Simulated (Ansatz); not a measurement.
# Band gap of MoS2 (P6_3/mmc) from density functionals to GW

Wanted: a ladder of band gaps for MoS2 (P6_3/mmc), from density functionals to G0W0.

Method: density functionals, hybrids and G0W0, plane waves, PAW, in Ansatz 0.2.0.

This is a report of a sequence of runs, with most program output left out.

The database entry behind the starting cell differs from later determinations by our own check (about 0.3 % long), so it need not match the best structure at ambient conditions.

In doubt: masses and optical values from hybrid runs of this build are listed as unsure (step 10), which bears on the screening that GW takes from such a start.

## (1) Set-up

Symmetry: P6_3/mmc, No. 194, hexagonal system. Conventional cell: a = 3.169 Å, b = 3.169 Å, c = 12.324 Å, α = 90.00°, β = 90.00°, γ = 120.00°. Nearest to Mo lie 6 S at 2.41 Å. S has 3 Mo at 2.41 Å nearest. Farther neighbours and most contacts between anions are not listed.

The cell and positions come from the Crystallography Open Database and are kept as given unless a step says otherwise. The default PAW set here is soft_2. Its files were made with PBE.

## (2) LDA on the 12×12×2 mesh

This step: DFT, LDA, plane waves, PAW.

input.yaml

```yaml
crystal:
  lattice:
    - [3.169, 0.0, 0.0]
    - [-1.5845, 2.7444345046, 0.0]
    - [0.0, 0.0, 12.324]
  atoms:
    - { symbol: Mo, position: [0.3333333333, 0.6666666667, 0.25] }
    - { symbol: Mo, position: [0.6666666667, 0.3333333333, 0.75] }
    - { symbol: S, position: [0.3333333333, 0.6666666667, 0.623] }
    - { symbol: S, position: [0.6666666667, 0.3333333333, 0.123] }
    - { symbol: S, position: [0.3333333333, 0.6666666667, 0.877] }
    - { symbol: S, position: [0.6666666667, 0.3333333333, 0.377] }
kpoints:
  mp_grid: { grid: [12, 12, 2] }
  band_path:
    path:
      - [0.0, 0.0, 0.0]
      - [0.5, 0.0, 0.0]
      - [0.3333333333, 0.3333333333, 0.0]
      - [0.0, 0.0, 0.5]
      - [0.5, 0.0, 0.5]
      - [0.3333333333, 0.3333333333, 0.5]
      - [0.1666666667, 0.1666666667, 0.0]
    npoints: 1
hamiltonian:
  xc: lda
scf:
  occupations: { method: fixed }
  n_extra_bands: 6
output:
  forces: true
  stress: true
  eigenvalues: true
```

On the command line:

```sh
$ ansatz run input.yaml --threads 3 --pin off --max-ram 64512MiB --backend cuda --events-out ev --progress --plain --runs-dir out --devices 1 --max-vram 24GiB  # rebuilt from the run's record
```

Elapsed: 8.1 s, on 1 × NVIDIA H100 80GB HBM3 (shared by 3 runs) with 3 threads of AMD EPYC 7R13 (Zen 3), shared host; peak memory 1 GiB; 3 s of CPU time.

This step gave:

| Quantity | Value |
| --- | --- |
| pressure | -5.676 GPa |
| gap | 0.8109 eV |
| valence top at | Γ |
| conduction bottom at | k = (0.167, 0.167, 0.000) |
| least direct gap | 1.649 eV |

Over mesh and listed points the gap is 0.811 eV, from k = Γ to k = (0.167, 0.167, 0.000). The least direct gap found is 1.649 eV, at k = (0.333, 0.333, 0.000). The pressure in this cell is -6 GPa; the cell is kept.

## (3) PBE on the 12×12×2 mesh

Levels along a band path and on the mesh show where this functional puts the band edges.

This step: DFT, PBE, plane waves, PAW.

Changes to input.yaml since step 2:

```diff
@@ -16,14 +16,10 @@
     path:
-      - [0.0, 0.0, 0.0]
-      - [0.5, 0.0, 0.0]
-      - [0.3333333333, 0.3333333333, 0.0]
-      - [0.0, 0.0, 0.5]
-      - [0.5, 0.0, 0.5]
-      - [0.3333333333, 0.3333333333, 0.5]
-      - [0.1666666667, 0.1666666667, 0.0]
-    npoints: 1
+      - [[0.0, 0.0, 0.0], [0.4999999999995, 6.480728614831e-13, 0.0], [0.333333333333, 0.3333333333343, 0.0], [0.0, 0.0, 0.0], [0.0, 0.0, 0.5], [0.4999999999995, 6.480728614831e-13, 0.5], [0.333333333333, 0.3333333333343, 0.5], [0.0, 0.0, 0.5]]
+      - [[0.4999999999995, 6.480728614831e-13, 0.5], [0.4999999999995, 6.480728614831e-13, 0.0]]
+      - [[0.333333333333, 0.3333333333343, 0.5], [0.333333333333, 0.3333333333343, 0.0]]
+    npoints: 10
 hamiltonian:
-  xc: lda
+  xc: pbe
 scf:
-  occupations: { method: fixed }
+  occupations: { method: fermi_dirac, width: 0.02 }
   n_extra_bands: 6
@@ -33 +29,5 @@
   eigenvalues: true
+  write_density: true
+  write_potential: true
+  elf: true
+  volumetric_format: npy
```

The job ended after 6.3 s (1 × NVIDIA H100 80GB HBM3 (shared by 3 runs) with 3 threads; peak memory 1.1 GiB).

Numbers from this step:

| Property | Result |
| --- | --- |
| pressure | 1.990 GPa |
| filled bands | 26 |
| gap | 0.8845 eV |
| valence top at | Γ |
| conduction bottom at | k = (0.167, 0.167, 0.000) |
| least direct gap | 1.654 eV |

Over mesh and path the gap is 0.884 eV, from k = Γ to k = (0.167, 0.167, 0.000). The least direct gap found is 1.654 eV, at k = (0.333, 0.333, 0.000). PBE against LDA: 0.884 − 0.811 = +0.073 eV, with the same mesh, files and cutoff, and both edges at the same k points.

## (4) PBE+SOC on the 12×12×2 mesh

This run has two-component orbitals with spin-orbit coupling.

This step: DFT, PBE with spin-orbit coupling, plane waves, PAW.

input.yaml, the sections that differ from step 3:

```yaml
kpoints:
  mp_grid: { grid: [12, 12, 2] }
  band_path:
    path:
      - [0.0, 0.0, 0.0]
      - [0.5, 0.0, 0.0]
      - [0.3333333333, 0.3333333333, 0.0]
      - [0.0, 0.0, 0.5]
      - [0.5, 0.0, 0.5]
      - [0.3333333333, 0.3333333333, 0.5]
      - [0.1666666667, 0.1666666667, 0.0]
    npoints: 1
scf:
  occupations: { method: fermi_dirac, width: 0.02 }
  n_extra_bands: 12
magnetization:
  noncollinear: true
  spin_orbit: true
output:
  forces: true
  stress: true
  eigenvalues: true
# crystal, hamiltonian: as in step 3
```

Run time: 4.1 s. Hardware: 1 × NVIDIA H100 80GB HBM3 (shared by 3 runs) with 3 threads; peak memory 1.1 GiB.

This step gave:

```yaml
pressure: 1.996 GPa
gap: 0.8790 eV
valence_top_at: Γ
conduction_bottom_at: k = (0.167, 0.167, 0.000)
least_direct_gap: 1.621 eV
```

Over mesh and listed points the gap is 0.879 eV, from k = Γ to k = (0.167, 0.167, 0.000). The least direct gap found is 1.621 eV, at k = (0.333, 0.333, 0.000). PBE+SOC against PBE: 0.879 − 0.884 = −0.005 eV, with the same mesh, set of files (read in its fully relativistic form for the spin-orbit run) and cutoff, and both edges at the same k points. The spin-orbit run sees mesh and listed points alone, so its gap is an upper bound: the coupling can move an edge off these points, and the change over the zone, its sign included where it is small, is not known.

## (5) r2SCAN on the 12×12×2 mesh

r2SCAN is a meta-GGA: it depends on the kinetic-energy density as well as on the density and its gradient.

This step: DFT, r2SCAN, plane waves, PAW.

Changes to input.yaml since step 4:

```diff
@@ -25,9 +25,6 @@
 hamiltonian:
-  xc: pbe
+  xc: r2scan
 scf:
-  occupations: { method: fermi_dirac, width: 0.02 }
-  n_extra_bands: 12
-magnetization:
-  noncollinear: true
-  spin_orbit: true
+  occupations: { method: fixed }
+  n_extra_bands: 6
 output:
@@ -36 +33,5 @@
   eigenvalues: true
+  write_density: true
+  write_potential: true
+  elf: true
+  volumetric_format: npy
```

Elapsed: 3.9 s, on 1 × NVIDIA H100 80GB HBM3 (shared by 3 runs) with 3 threads; peak memory 1.2 GiB.

Numbers from this step:

| Quantity | Value |
| --- | --- |
| pressure | 0.7587 GPa |
| gap | 0.9893 eV |
| valence top at | Γ |
| conduction bottom at | k = (0.167, 0.167, 0.000) |
| least direct gap | 1.763 eV |

Over mesh and listed points the gap is 0.989 eV, from k = Γ to k = (0.167, 0.167, 0.000). The least direct gap found is 1.763 eV, at k = (0.333, 0.333, 0.000). r2SCAN against PBE: 0.989 − 0.884 = +0.105 eV. The runs also differ in plane-wave cutoff (420 eV and 500 eV), so how much of this comes from the functional alone is not known.

## (6) HSE06 on the 6×6×2 mesh

HSE06 mixes in a quarter of exact exchange at short range.

This step: DFT, HSE06, plane waves, PAW.

Changes to input.yaml since step 5:

```diff
@@ -13,3 +13,3 @@
 kpoints:
-  mp_grid: { grid: [12, 12, 2] }
+  mp_grid: { grid: [6, 6, 2] }
   band_path:
@@ -25,3 +25,3 @@
 hamiltonian:
-  xc: r2scan
+  xc: hse06
 scf:
@@ -33,5 +33 @@
   eigenvalues: true
-  write_density: true
-  write_potential: true
-  elf: true
-  volumetric_format: npy
```

Run time: 18 s. Hardware: 1 × NVIDIA H100 80GB HBM3 (shared by 3 runs) with 3 threads; peak memory 2.2 GiB; 38 s of CPU time.

This step gave:

- gap: 1.444 eV
- valence top at: Γ
- conduction bottom at: k = (0.167, 0.167, 0.000)
- least direct gap: 2.116 eV
- exact-exchange fraction: 0.25

Over mesh and listed points the gap is 1.444 eV, from k = Γ to k = (0.167, 0.167, 0.000). The least direct gap found is 2.116 eV, at k = (0.333, 0.333, 0.000). HSE06 against PBE: 1.444 − 0.884 = +0.560 eV. The runs also differ in mesh (12×12×2 and 6×6×2), so how much of this comes from the functional alone is not known. The program's warnings for this run: stress exchange threshold loose; stress scf threshold loose.

## (7) PBE0 on the 6×6×2 mesh

PBE0 mixes in a quarter of exact exchange at all distances.

This step: DFT, PBE0, plane waves, PAW.

Changes to input.yaml since step 6:

```diff
@@ -25,3 +25,3 @@
 hamiltonian:
-  xc: hse06
+  xc: pbe0
 scf:
@@ -33 +33,5 @@
   eigenvalues: true
+  write_density: true
+  write_potential: true
+  elf: true
+  volumetric_format: npy
```

Elapsed: 21 s, on 1 × NVIDIA H100 80GB HBM3 (shared by 3 runs) with 3 threads; peak memory 2.2 GiB; 39 s of CPU time.

This step gave:

```yaml
gap: 2.112 eV
valence_top_at: Γ
conduction_bottom_at: k = (0.167, 0.167, 0.000)
least_direct_gap: 2.777 eV
exact_exchange_fraction: 0.25
```

Over mesh and listed points the gap is 2.112 eV, from k = Γ to k = (0.167, 0.167, 0.000). The least direct gap found is 2.777 eV, at k = (0.333, 0.333, 0.000). PBE0 against HSE06: 2.112 − 1.444 = +0.668 eV, with the same mesh, files and cutoff, and both edges at the same k points. The program's warnings for this run: stress exchange threshold loose; stress scf threshold loose.

## (8) DDH-PBE0 on the 6×6×2 mesh

The input asks for a share of exact exchange of one over the crystal's ε∞, which the program works out first.

This step: DFT, dielectric-dependent PBE0 (fraction 1/eps_inf of PBE), plane waves, PAW.

Changes to input.yaml since step 7:

```diff
@@ -12,2 +12,3 @@
     - { symbol: S, position: [0.6666666667, 0.3333333333, 0.377] }
+  host: atoms
 kpoints:
@@ -25,3 +26,6 @@
 hamiltonian:
-  xc: pbe0
+  xc:
+    exchange: pbe
+    correlation: pbe
+    exx: { coeff: inverse_dielectric }
 scf:
```

Run time: 38 s. Hardware: 1 × NVIDIA H100 80GB HBM3 (shared by 3 runs) with 3 threads; peak memory 2.4 GiB; 76 s of CPU time.

This step gave:

```
gap                     : 1.268 eV
valence top at          : Γ
conduction bottom at    : k = (0.167, 0.167, 0.000)
least direct gap        : 2.018 eV
exact-exchange fraction : 0.08073
```

Over mesh and listed points the gap is 1.268 eV, from k = Γ to k = (0.167, 0.167, 0.000). The least direct gap found is 2.018 eV, at k = (0.333, 0.333, 0.000). DDH-PBE0 against PBE0: 1.268 − 2.112 = −0.844 eV, with the same mesh, files and cutoff, and both edges at the same k points. The program's warnings for this run: stress exchange threshold loose; stress scf threshold loose.

## (9) G0W0@PBE, 6×6×2 mesh, 688 empty bands, screening to 200 eV

G0W0 replaces the xc potential by a self-energy built once from the orbitals of the start. Levels are corrected in the window of bands that the input names, at points of the mesh.

This step: G0W0 on PBE, plane waves, PAW.

input.yaml

```yaml
crystal:
  lattice:
    - [3.169, 0.0, 0.0]
    - [-1.5845, 2.7444345046, 0.0]
    - [0.0, 0.0, 12.324]
  atoms:
    - { symbol: Mo, position: [0.3333333333, 0.6666666667, 0.25] }
    - { symbol: Mo, position: [0.6666666667, 0.3333333333, 0.75] }
    - { symbol: S, position: [0.3333333333, 0.6666666667, 0.623] }
    - { symbol: S, position: [0.6666666667, 0.3333333333, 0.123] }
    - { symbol: S, position: [0.3333333333, 0.6666666667, 0.877] }
    - { symbol: S, position: [0.6666666667, 0.3333333333, 0.377] }
kpoints:
  mp_grid: { grid: [6, 6, 2] }
hamiltonian:
  xc: pbe
scf:
  occupations: { method: fixed }
gw:
  n_empty_bands: 688
  ecut_chi: 200.0
  qp_bands: [v2, c2]
  qp_kpoints: band_edges
  screening: { model: contour_deformation }
```

Run time: 30 s. Hardware: 1 × NVIDIA H100 80GB HBM3 (shared by 3 runs) with 3 threads; peak memory 2.7 GiB.

Numbers from this step:

- bands summed: 714
- RPA ε∞ on this mesh (eigenvalues): 6.227, 14.96, 14.96
- plane waves in the screening matrix: 701
- G0W0 gap over the corrected points: 1.258 eV
- k of the valence top: 0, 0, 0
- k of the conduction bottom: 0.1667, 0.1667, 0
- starting gap on the mesh: 0.8857 eV
- Z at the valence top: 0.7346
- Z at the conduction bottom: 0.7457
- least direct G0W0 gap over the corrected points: 2.083 eV

Over 12 of 14 irreducible mesh points the G0W0 gap is 1.258 eV, from k = Γ to k = (0.167, 0.167, 0.000). The PBE gap of this run on the mesh is 0.886 eV. The two states that bound the G0W0 gap lie that far apart at the start, so the correction of the gap is 1.258 − 0.886 = +0.372 eV.

## (10) G0W0@HSE06, 6×6×2 mesh, 688 empty bands, screening to 200 eV

This step: G0W0 on HSE06, plane waves, PAW.

Changes to input.yaml since step 9:

```diff
@@ -15,3 +15,3 @@
 hamiltonian:
-  xc: pbe
+  xc: hse06
 scf:
```

Wall time 73 s (1 × NVIDIA H100 80GB HBM3 (shared by 3 runs) with 3 threads); peak memory 2.9 GiB.

Numbers from this step:

```
bands summed                                    : 714
RPA ε∞ on this mesh (eigenvalues)               : 5.127, 11.85, 11.85
plane waves in the screening matrix             : 701
G0W0 gap over the corrected points              : 1.474 eV
k of the valence top                            : 0, 0, 0
k of the conduction bottom                      : 0.1667, 0.1667, 0
starting gap on the mesh                        : 1.444 eV
Z at the valence top                            : 0.7628
Z at the conduction bottom                      : 0.7720
least direct G0W0 gap over the corrected points : 2.235 eV
```

Over 12 of 14 irreducible mesh points the G0W0 gap is 1.474 eV, from k = Γ to k = (0.167, 0.167, 0.000). The HSE06 gap of this run on the mesh is 1.444 eV. The two states that bound the G0W0 gap lie that far apart at the start, so the correction of the gap is 1.474 − 1.444 = +0.030 eV. G0W0@HSE06 against G0W0@PBE with 714 bands: 1.474 − 1.258 = +0.216 eV, with the same mesh, files and cutoffs, and both edges at the same k points.

(Continued in part 2 of 2.)

[Paths, hosts, dates, memory and timing lines, banners, echoed tables and standing remarks are left out of the program output.]

[Logs are printed without paths, hosts, clocks, repeated set-up lines and the standing remarks that a program may print on its own settings, such as how far it seeks lower states.]

[Runs of the session that timed out or met a known fault of the program may be left out.]

[Cells called generated may have been cut or substituted from an entry of the Crystallography Open Database or the Materials Project.]

[Hosts, paths, dates, database ids (printed as entryN), source tags and the programs' standing remarks are cut or masked in the printed files.]

[Where an RPA ε∞ is given, it is that of the G0W0 mesh and is not shown converged in it. Names of k-points follow the symmetry that the program found, which can be lower than the space group named. Band edges on a path are those of the sampled points; other points can move an edge, and change direct to indirect where valleys lie close.]

[Hybrid gaps are those of their k-mesh and are not shown converged in it.]
